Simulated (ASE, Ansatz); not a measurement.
# Localised basis functions on twisted 1T-TiS2 bilayer, 27.80° (234 atoms)

Aim: test how closely localised support functions follow the reference on twisted 1T-TiS2 bilayer, 27.80° (234 atoms), and at what cost. A setting counts as converged where the r.m.s. difference of forces stays under 1 % of the r.m.s. force.

Main program and level: Ansatz 0.2.0; Kohn-Sham DFT, PBEsol, PAW (set soft_2), plane waves.

## Step 1: The starting structure

The cell holds 234 atoms: 78 Ti and 156 S. Its edges and angles: a = 21.295 Å, b = 21.295 Å, c = 20.860 Å, α = 90.0°, β = 90.0°, γ = 120.0°. It derives from TiS2 (1T-TiS2). 1T-TiS2 (a = 3.41 Å) under 1T-TiS2 (a = 3.41 Å), bilayer, commensurate cell of 39 unit cells a layer, twist 27.80 deg; facing planes 3.14 Å apart; 12 Å of vacuum; layers as built, displaced by a Gaussian of 0.01 Å. Regions: layer 1, 117 atoms (39 Ti and 78 S); layer 2, 117 atoms (39 Ti and 78 S). Vacuum lies along c.

What the set-up can't give: The functional has no dispersion term, which matters for the binding between molecules or layers. Beside vacuum, support functions can miss their usual error bounds without a warning. The main run has no spin polarisation, so moments on Ti can't form in it, and no Hubbard term. Only the Γ point is sampled, in a cell whose shortest periodic width is 18 Å.

## Step 2: Plane-wave single point

This run is the reference for what follows, at a cutoff of 420 eV.

Input file input.yaml:

```yaml
crystal:
  lattice:
    - [21.2954, 0.0, 0.0]
    - [-10.6477, 18.44236, 0.0]
    - [0.0, 0.0, 20.86]
  atoms:
    - { symbol: Ti, position: [0.02475, 0.58968, 0.35577] }
    - { symbol: S, position: [0.10212, 0.69119, 0.4247] }
    - { symbol: S, position: [0.12922, 0.61642, 0.28765] }
    - { symbol: Ti, position: [0.07604, 0.76985, 0.35571] }
    - { symbol: S, position: [0.15326, 0.87111, 0.42478] }
    - { symbol: S, position: [0.17882, 0.79513, 0.28787] }
    - { symbol: Ti, position: [0.12806, 0.94892, 0.35657] }
    - { symbol: S, position: [0.20507, 0.05143, 0.42485] }
    - { symbol: S, position: [0.22981, 0.97433, 0.28765] }
    - { symbol: Ti, position: [0.00038, 0.00093, 0.35631] }
    - { symbol: S, position: [0.07641, 0.10231, 0.42472] }
    - { symbol: S, position: [0.10273, 0.02618, 0.28666] }
    - { symbol: Ti, position: [0.05179, 0.17922, 0.35637] }
    - { symbol: S, position: [0.12798, 0.28224, 0.42405] }
    - { symbol: S, position: [0.15452, 0.20583, 0.28741] }
    - { symbol: Ti, position: [0.10229, 0.35819, 0.35602] }
    - { symbol: S, position: [0.18033, 0.46187, 0.42499] }
    - { symbol: S, position: [0.20523, 0.38402, 0.28728] }
    - { symbol: Ti, position: [0.15329, 0.53799, 0.35711] }
    - { symbol: S, position: [0.23007, 0.64081, 0.42485] }
    - { symbol: S, position: [0.25573, 0.56292, 0.28742] }
    - { symbol: Ti, position: [0.20492, 0.71834, 0.3556] }
    - { symbol: S, position: [0.28241, 0.82007, 0.42555] }
    - { symbol: S, position: [0.30757, 0.7435, 0.28715] }
    - { symbol: Ti, position: [0.25715, 0.89762, 0.35593] }
    - { symbol: S, position: [0.33266, 0.99996, 0.42463] }
    - { symbol: S, position: [0.35919, 0.92341, 0.28761] }
    - { symbol: Ti, position: [0.17936, 0.12816, 0.35619] }
    - { symbol: S, position: [0.25609, 0.23053, 0.42442] }
    - { symbol: S, position: [0.28229, 0.15479, 0.28704] }
    - { symbol: Ti, position: [0.23007, 0.30732, 0.35664] }
    - { symbol: S, position: [0.30713, 0.41116, 0.42425] }
    [... 196 atom lines left out ...]
    - { symbol: Ti, position: [0.76536, 0.28583, 0.64344] }
    - { symbol: S, position: [0.86783, 0.36261, 0.71235] }
    - { symbol: S, position: [0.84205, 0.26036, 0.57507] }
    - { symbol: Ti, position: [0.81528, 0.15631, 0.64432] }
    - { symbol: S, position: [0.91828, 0.23438, 0.71209] }
    - { symbol: S, position: [0.89314, 0.13052, 0.57503] }
kpoints:
  mp_grid: { grid: [1, 1, 1] }
hamiltonian:
  xc: pbesol
scf:
  occupations: { method: fermi_dirac, width: 0.05 }
output:
  forces: true
  populations: true
  dos:
    method: { smearing: { sigma: 0.15 } }
    de: 0.1
    projected: { site_lists: { S: [S], Ti: [Ti] } }
  eigenvalues: true
```

Command:

```sh
ansatz run input.yaml --threads 32 --pin off --max-ram 143360MiB --backend cuda --events-out ev --progress --plain --runs-dir out
```

Numbers of over 12 decimals in the logs are rounded to 6 here.

The program printed:

```text
Engine: ansatz 0.2.0, aarch64-unknown-linux-gnu
Pseudopotentials: kind: paw
Pseudopotential: Ti, paw, valence charge 12, recommended cutoff 420 eV (normal), Ti.paw.azcp
Pseudopotential: S, paw, valence charge 6, recommended cutoff 420 eV (normal), S.paw.azcp
[... 3 lines on functional and potentials left out ...]
device memory: the entry about to start is reckoned to put 24.1 GiB on a device that reports 182.5 GiB free
GPU FFT provider: cuFFT
GPU libraries: cuBLAS 13.8.1, cuFFT 12.4.0, cuSOLVER 12.3.2
GPU matrix products: emulated (plane waves: as basis.precision tells), large ones in fixed point in workspaces of 1.00 GiB
Crystal: 234 atoms, lattice volume = 8192.503 Å³
Basis set: ecut = 420 eV, 160215 PW (Γ), exchange–correlation on 288×288×288 points (8 copies of the dense FFT grid, shifted against one another)
Bands: 1170, of which v1, the nominal top of the filled ones, is band 936 counted from 1 (935 counted from 0)
Symmetry: 1 space group operations
Space group: P1 (ITA 1), of the structure as read, at distance tolerance 2.0e-4 Å
k-points: 1
[... 7 lines on functional and potentials left out ...]
Initial density: superposition of atomic densities (neutral atoms: chi_scale 0, normalization atom), corrected by the library's trained network
Initial wavefunctions: pseudopotential atomic-orbital guess
GPU buffer pool allocated for 2985984 grid points (all kernels)
GPU transforms: local potential and band sums: pruned to the plane-wave sphere, on 144×144×144
Functional: x = pbesol(κ = 0.804, μ = 0.123457), c = pbesol(β = 0.046)
SCF iter   1: F=—  HF=-331317.781629 eV  |F-HF|=—  |Δ(HF+E_count)|=         —  Δρ=3.57e-3  dr2=1.38e0  ethr=1.77e-3  ⟨swp⟩=6.0  Hψ=4485  notcnv=0
preconditioner: auto → LDOS  [insulator: Δε(μ)=0.628 eV  Ē_g=6.452 eV  σ=0.050 eV  W_gap=0.57  n_scr=1328 (ndim 8)  ℏωp=14.5 eV  f_vac=0.423  D(μ)=114.24/eV (n_scr^D=550)  ε∞_Penn≈6.0  β→1.0]
SCF iter   2: F=—  HF=-331317.688872 eV  |F-HF|=—  |Δ(HF+E_count)|=   9.28e-2  Δρ=1.27e-3  dr2=1.21e-1  ethr=7.38e-5  ⟨swp⟩=3.0  Hψ=3100  notcnv=0  defer=36
SCF iter   3: F=—  HF=-331317.663227 eV  |F-HF|=—  |Δ(HF+E_count)|=   2.56e-2  Δρ=3.38e-4  dr2=1.73e-2  ethr=6.44e-6  ⟨swp⟩=2.0  Hψ=2264  notcnv=0  defer=36
SCF iter   4: F=—  HF=-331317.665728 eV  |F-HF|=—  |Δ(HF+E_count)|=   2.50e-3  Δρ=1.05e-4  dr2=1.62e-3  ethr=9.24e-7  ⟨swp⟩=2.0  Hψ=1614  notcnv=0  defer=36
SCF iter   5: F=—  HF=-331317.654725 eV  |F-HF|=—  |Δ(HF+E_count)|=   1.10e-2  Δρ=1.53e-5  dr2=3.81e-5  ethr=8.63e-8  ⟨swp⟩=2.0  Hψ=1758  notcnv=0  defer=36
SCF iter   6: F=—  HF=-331317.662811 eV  |F-HF|=—  |Δ(HF+E_count)|=   8.09e-3  Δρ=5.84e-6  dr2=8.38e-6  ethr=2.03e-9  ⟨swp⟩=2.0  Hψ=1952  notcnv=0  defer=36
SCF iter   7: F=—  HF=-331317.662813 eV  |F-HF|=—  |Δ(HF+E_count)|=   1.67e-6  Δρ=2.10e-6  dr2=1.88e-6  ethr=4.48e-10  ⟨swp⟩=2.0  Hψ=1602  notcnv=0  defer=36
SCF iter   8: F=—  HF=-331317.662813 eV  |F-HF|=—  |Δ(HF+E_count)|=   5.70e-8  Δρ=7.37e-7  dr2=2.35e-7  ethr=1.00e-10  ⟨swp⟩=2.0  Hψ=1601  notcnv=0  defer=36
SCF iter   9: F=-331317.662813 eV  HF=-331317.662813 eV  |F-HF|=6.52e-9  |Δ(HF+E_count)|=   6.59e-8  Δρ=3.30e-7  dr2=2.72e-8  ethr=5.34e-12  ⟨swp⟩=10.0  Hψ=3217  notcnv=0
SCF 1 converged in 9 iterations: F = -331317.662813 eV  dr2 = 2.72e-8
  greatest PAW one-centre occupation: 0.999 electrons in one spin orbital (limit 2), on the Ti atom at site 153 (counted from 0), in its partial waves of l = 0
SCF converged after 9 iterations
Free energy (F): -331317.662813 eV
Harris-Foulkes:  -331317.662813 eV  (|F-HF|=6.52e-9)
Internal energy: -331316.839848 eV  (E = F + TS)
E sigma→0 (E₀):  -331317.251330 eV
Entropy (-TS):   -0.822966 eV (-3.517 meV/atom)
Fermi energy:    1.610207 eV
--- Per-component energies (eV) ---
  E_band       = -28267.322244
  E_kinetic    = 37706.627600
  E_local      = -742961.169384  (includes V_loc(G=0)·N_el)
  E_nonlocal   = 5014.694023
  E_hartree    = 354483.103637
  E_xc         = -22537.953312
  E_vxc        = -23103.645318  (∫ρ·V_xc dr)
  E_paw        = -170768.788476  (= ΣΔE_a)
  E_vpaw       = -13890.053249  (= ΣTr[D̂ρ^β])
  E_aug_tail   = 0.010123  (compensation charges beyond the density's cutoff)
  E_ewald      = 207726.099874
  E_core_change = 20.536068  (= ΣΔE_core)
  E_smearing   = -0.822966  (= −TS)
  E_closure    = 0.000000  (closes the sum)
  Σ components = -331317.662813   (vs F -331317.662813, Δ=0.00e0)
--- Forces (eV/Å), atoms counted from 1 ---
[... 234 lines of forces left out ...]
  max |Σ_I F_I| component: 9.60e-6 eV/Å
--- Band table (eV) ---
[... left out ...]
--- Löwdin populations: 234 sites ---
  site symbol       q [e]
[... 234 lines, one an atom, left out ...]
  spilling = 0.006691 (of n_electrons = 1872.000000)
```

Wall time 5.5 s (1 × NVIDIA GB200 with 32 threads of Arm Neoverse V2, shared host); peak memory 3.2 GiB.

In the SCF lines HF is the Harris–Foulkes energy and dr2 the Hartree energy of the density residual, in eV; the loop may stop once dr2 is under the threshold and the program's other checks hold. Hψ counts applications of the Hamiltonian.

That memory is the host's; the program planned up to 24.1 GiB on the GPU. Forces of this run were stored rounded, and per-atom blocks of the log weren't kept.

The run gave:

- free energy: -331317.6628 eV
- free energy per atom: -1415.8874 eV/atom
- SCF cycles: 9
- r.m.s. force component: 0.1831 eV/Å
- longest force: 0.5914 eV/Å
- Fermi energy: 1.61 eV
- levels partly filled by over 2 per cent: 16
- spilling of the projection: 0.006691

Length of the force by element:

```csv
element,coordination,atoms,mean length of the force (eV/Å),spread,least,most
S,all,156,0.357,0.0947,0.114,0.591
Ti,all,78,0.156,0.0658,0.0165,0.333
```

Löwdin charges by element (they lack the spilled electrons, 0.054 e an atom on average):

```csv
element,coordination,atoms,mean charge (e),spread,least,most
S,all,156,-0.301,0.0055,-0.314,-0.281
Ti,all,78,0.762,0.0034,0.754,0.769
```

By region:

```csv
region,atoms,mean length of the force (eV/Å)
layer 1,117,0.294
layer 2,117,0.286
```

Density of states as counts of states in windows of 1 eV (from the Fermi level), total and some projections:

```csv
from (eV),to (eV),total,S p,Ti d,S s
-14,-13,29.5,0.5,0.0,17.9
-13,-12,194.2,3.5,11.2,163.7
-12,-11,88.2,1.1,6.8,79.0
-11,-6,0.0,0.0,0.0,0.0
-6,-5,34.5,23.2,6.3,0.7
-5,-4,202.9,151.6,33.9,4.8
-4,-3,178.2,125.1,41.1,4.9
-3,-2,270.9,184.3,76.4,4.7
-2,-1,207.2,170.3,28.0,3.8
-1,0,47.8,34.5,12.0,0.4
0,1,152.1,27.5,118.7,1.4
```

The stored curve holds about 1253 of the 1872 electrons; the rest, give or take the few that broadening carries across the Fermi level, lie in deeper levels below its range.

Not all projections were asked for or kept, so they needn't add up to the total.

The levels nearest the highest filled one (over half full), pooled over k-points and spins:

```csv
level less the highest filled one (eV),occupation
-0.636,2
-0.630,2
-0.624,2
-0.621,2
-0.617,2
0,1.01
0.002,0.988
0.0026,0.982
0.0049,0.96
0.0663,0.425
0.0716,0.391
0.0726,0.385
```

Mean Löwdin charges: S -0.30, Ti +0.76 e (they miss 0.67 % of the electrons, so they add up to more than the cell's charge).

## Step 3: Local order

Bonds and neighbours are counted at the geometry of the runs.

Normalised to the volume that the atoms fill. Pair distribution functions g(r), in bins of 0.1 Å:

```csv
r (Å),total,S-S,S-Ti,Ti-Ti
2.25,0.00,0.00,0.00,0.00
2.35,0.04,0.00,0.10,0.00
2.45,9.81,0.00,22.10,0.00
2.55,0.00,0.00,0.00,0.00
2.65,0.00,0.00,0.00,0.00
2.75,0.00,0.00,0.00,0.00
2.85,0.00,0.00,0.00,0.00
2.95,0.00,0.00,0.00,0.00
3.05,0.00,0.00,0.00,0.00
3.15,0.04,0.09,0.00,0.00
3.25,0.13,0.29,0.00,0.00
3.35,1.91,2.90,0.00,5.60
3.45,8.07,13.90,0.00,16.90
3.55,0.17,0.38,0.00,0.00
3.65,0.13,0.30,0.00,0.00
3.75,0.05,0.12,0.00,0.00
3.85,0.00,0.00,0.00,0.00
3.95,0.12,0.27,0.00,0.00
4.05,0.12,0.27,0.00,0.00
4.15,2.60,0.21,5.64,0.00
4.25,0.86,0.11,1.83,0.00
4.35,0.02,0.04,0.00,0.00
4.45,0.04,0.08,0.00,0.00
4.55,0.16,0.26,0.09,0.00
4.65,0.21,0.23,0.25,0.00
4.75,0.21,0.15,0.34,0.00
4.85,1.37,2.86,0.23,0.00
4.95,0.15,0.07,0.27,0.00
5.05,0.21,0.14,0.33,0.00
5.15,0.19,0.12,0.31,0.00
5.25,0.18,0.27,0.14,0.00
5.35,2.03,0.09,4.49,0.00
5.45,2.33,0.14,5.10,0.00
5.55,0.12,0.03,0.25,0.00
5.65,0.09,0.05,0.14,0.00
5.75,0.18,0.16,0.25,0.00
5.85,1.01,1.34,0.23,2.79
5.95,3.51,6.42,0.29,4.72
6.05,0.34,0.40,0.26,0.40
6.15,0.27,0.32,0.15,0.56
6.25,0.21,0.25,0.14,0.29
6.35,0.29,0.27,0.27,0.50
6.45,0.32,0.34,0.24,0.51
6.55,0.28,0.33,0.25,0.21
```

Bonds by pair of elements; cutoffs follow the first minimum of g(r), held within bounds set by covalent radii, and pairs that aren't listed don't count as bonded:

```csv
pair A-B,cutoff (Å),bonds,mean length (Å),spread (Å),shortest (Å),B about A,A about B
S-Ti,3.1,468,2.43,0.014,2.40,3,6
```

How many atoms have how many bonded neighbours:

```csv
element,mean,3,6
S,3,156,0
Ti,6,0,78
```

Bond angles (no mean is given where the spread exceeds 20°):

```csv
angle,count,mean (°),spread (°)
S-Ti-S,1170,-,-
Ti-S-Ti,468,89,0.4
```

First main peaks of g(r), for some of the pairs, lie near 3.43 Å (S-S), 2.43 Å (S-Ti) and 3.41 Å (Ti-Ti). With the cutoffs above, all S atoms have 3 and all Ti atoms have 6 bonded neighbours.

Local excerpt of 14 atoms (numbers count through the whole input) about S59, which bears the longest force; x, y, z are measured from there.

```csv
atom,x,y,z,distance (Å),bonds,Löwdin charge (e),Fx,Fy,Fz (eV/Å)
S59,0.00,0.00,0.00,0.00,3,-0.31,0.073,-0.040,-0.585
Ti58,-0.53,-1.89,-1.45,2.45,6,0.77,-0.035,0.061,0.090
Ti79,-1.35,1.43,-1.46,2.45,6,0.76,-0.060,-0.068,0.003
Ti94,1.92,0.47,-1.45,2.46,6,0.77,-0.149,-0.069,0.121
S62,-3.26,0.94,-0.03,3.40,3,-0.30,-0.002,-0.018,-0.338
S80,-0.83,3.30,-0.02,3.40,3,-0.29,0.115,0.091,-0.376
S41,-2.45,-2.36,-0.03,3.40,3,-0.30,0.062,-0.036,-0.316
S95,2.45,2.36,-0.03,3.41,3,-0.29,0.063,-0.031,-0.272
S56,0.84,-3.32,-0.02,3.43,3,-0.29,-0.086,0.070,-0.493
S77,3.29,-0.96,-0.02,3.43,3,-0.30,-0.039,0.096,-0.418
S228,1.52,0.07,3.12,3.47,3,-0.30,-0.036,-0.068,0.318
S63,-1.89,-0.46,-2.89,3.48,3,-0.31,-0.012,-0.106,0.356
S60,1.38,-1.43,-2.88,3.50,3,-0.30,-0.068,0.172,0.255
S81,0.56,1.92,-2.89,3.51,3,-0.30,-0.010,-0.173,0.370
```

The column of bonds counts only the pairs S-Ti within 3.10 Å; other neighbours, such as metal atoms beside each other in a compound, aren't counted, and periodic images can show an atom twice.

## Step 4: Support functions medium

With localised support functions most steps grow linearly with size, though the diagonalisation grows faster unless the density matrix is cut; this run measures error and cost at this size.

This step: Kohn-Sham DFT, PBEsol, PAW (set soft_2), localised support functions (medium) (Ansatz 0.2.0).

input.yaml, the sections that differ from step 2:

```yaml
scf:
  occupations: { method: fermi_dirac, width: 0.05 }
  eigensolver: { kind: { support_functions: { accuracy: medium } } }
  mixing: { beta: 0.4 }
  max_iter: 150
output:
  forces: true
# crystal, kpoints, hamiltonian: as in step 2
```

The program printed:

```text
Warning: scf.eigensolver.kind.support_functions: disabling space-group detection — the functions' gradient is summed over unrotated k-points, so no spatial operation reduces the k-mesh or symmetrises the density; time reversal is kept, so that k and −k are solved as one point where they differ and the mesh holds both, and exact exchange and, on two spinor components, a DFT+U term hold to it where the run has them: [...]
settings of this run that can trade accuracy for cost: scf.eigensolver.kind.support_functions [...]
[...]
GPU FFT provider: cuFFT
GPU libraries: cuBLAS 13.8.1, cuFFT 12.4.0, cuSOLVER 12.3.2
[...]
Crystal: 234 atoms, lattice volume = 8192.503 Å³
Basis set: ecut = 420 eV, 160215 PW (Γ), exchange–correlation on 288×288×288 points (8 copies of the dense FFT grid, shifted against one another)
Bands: 1124, of which v1, the nominal top of the filled ones, is band 936 counted from 1 (935 counted from 0)
[... 1 set-up line as in the run before ...]
k-points: 1
[...]
GPU buffer pool allocated for 2985984 grid points (all kernels)
[...]
SCF iter   1: F=—  HF=-331321.462861 eV  |F-HF|=—  |Δ(HF+E_count)|=         —  Δρ=4.76e-2  dr2=2.53e2  ethr=1.00e-1
[...]
SCF iter  23: F=—  HF=-331317.782240 eV  |F-HF|=—  |Δ(HF+E_count)|=   4.74e-4  Δρ=4.09e-6  dr2=4.71e-6  ethr=4.38e-10  κ⁻¹=6.5e-4(r=7)
SCF iter  24: F=-331317.782457 eV  HF=-331317.782393 eV  |F-HF|=6.39e-5  |Δ(HF+E_count)|=   1.53e-4  Δρ=2.62e-6  dr2=2.36e-6  ethr=2.52e-10
SCF 1 converged in 24 iterations: F = -331317.823799 eV  dr2 = 2.36e-6
[...]
SCF converged after 24 iterations
Stability not checked: this state was not tested for a lower state beside it, because the mixer in use, unlike msr1, does not test its closes by its own steps (another_mixer; see scf.mixing.algorithm and scf.lower_state_search)
Free energy (F): -331317.823799 eV
[...]
Internal energy: -331317.001053 eV  (E = F + TS)
E sigma→0 (E₀):  -331317.412426 eV
Entropy (-TS):   -0.822746 eV (-3.516 meV/atom)
Fermi energy:    1.610188 eV
[...]
Σ components = -331317.823799   (vs F -331317.823799, Δ=0.00e0)
--- Forces (eV/Å), atoms counted from 1 ---
[... 234 lines of forces left out ...]
  max |Σ_I F_I| component: 4.77e-3 eV/Å
--- Band table (eV) ---
[... left out ...]
  guard bands above this table: 159 of the run's 1124 bands (output.publish_guard_bands: true publishes all)
```

Elapsed: 9.4 s, on 1 × NVIDIA GB200 with 32 threads; peak memory 2.2 GiB; 27 s of CPU time.

That memory is the host's; the program planned up to 9.2 GiB on the GPU.

The program notes that the band table was not solved further than the SCF left it and it switched symmetry off. Further notices: vacuum switching off with vacuum.

Keys that differ from the reference: support_functions.accuracy = "medium", scf.max_iter = 150 and scf.mixing.beta = 0.4.

Forces differ from the reference by 0.45 meV/Å r.m.s., 0.24 % of their size, well within a tolerance of 1 %; the energy by -0.69 meV/atom. It took 9.4 s and 24 cycles; the reference's time can't be set against it, since the two runs asked for unlike analyses. The two runs also began from different starting densities, which bears on cycles and time.

## Step 5: What each setting buys

Each row is set against the plane-wave reference (Kohn-Sham DFT, PBEsol, PAW (set soft_2), plane waves; r.m.s. force component 0.183 eV/Å). Energies are set beside the reference only for runs with its functional, potentials and electron count. Times are for 1 × NVIDIA GB200 with 32 threads of Arm Neoverse V2, shared host. The reference's time includes the DOS, which some other runs skip.

```csv
run,"Δ force, r.m.s. (meV/Å)",share of r.m.s. force (%),Δ energy (meV/atom),cycles,time,host memory (GiB),planned on the GPU (GiB)
reference,-,-,-,9,5.5 s,3.2,24
support functions medium,0.445,0.243,-0.688,24,9.4 s,2.2,9.2
```

## Step 6: Results

```json
{
 "free energy per atom": "-1415.8874 eV/atom",
 "r.m.s. force component": "0.1831 eV/Å",
 "wall time of the 2 DFT runs": "15 s"
}
```

In words: Against plane waves at 420 eV, the forces differ by 0.45 meV/Å (0.24 %) with support functions medium. At 234 atoms the run with support functions medium takes roughly 1.7 times the time of plane waves (whose run also made extra analyses, so the like-for-like ratio is larger), in 24 SCF cycles against 9. Differences between support functions and plane waves include what basis error the plane-wave run still has.

16 levels are partly filled, by over 2 % (at Γ alone): at this level the cell shows no clear gap. Levels of broken or missing bonds inside a gap of the host would look the same. With the cutoffs above, all S atoms have 3 and all Ti atoms have 6 bonded neighbours.

What to keep in mind: The geometry was built by rule, was displaced at random and isn't relaxed at this level: its force components are 0.18 eV/Å r.m.s.

[Logs are printed without paths, hosts, clocks, repeated set-up lines and the standing remarks that a program may print on its own settings, such as how far it seeks lower states.]

[Hosts, paths, dates, database ids (printed as entryN), source tags and the programs' standing remarks are cut or masked in the printed files.]
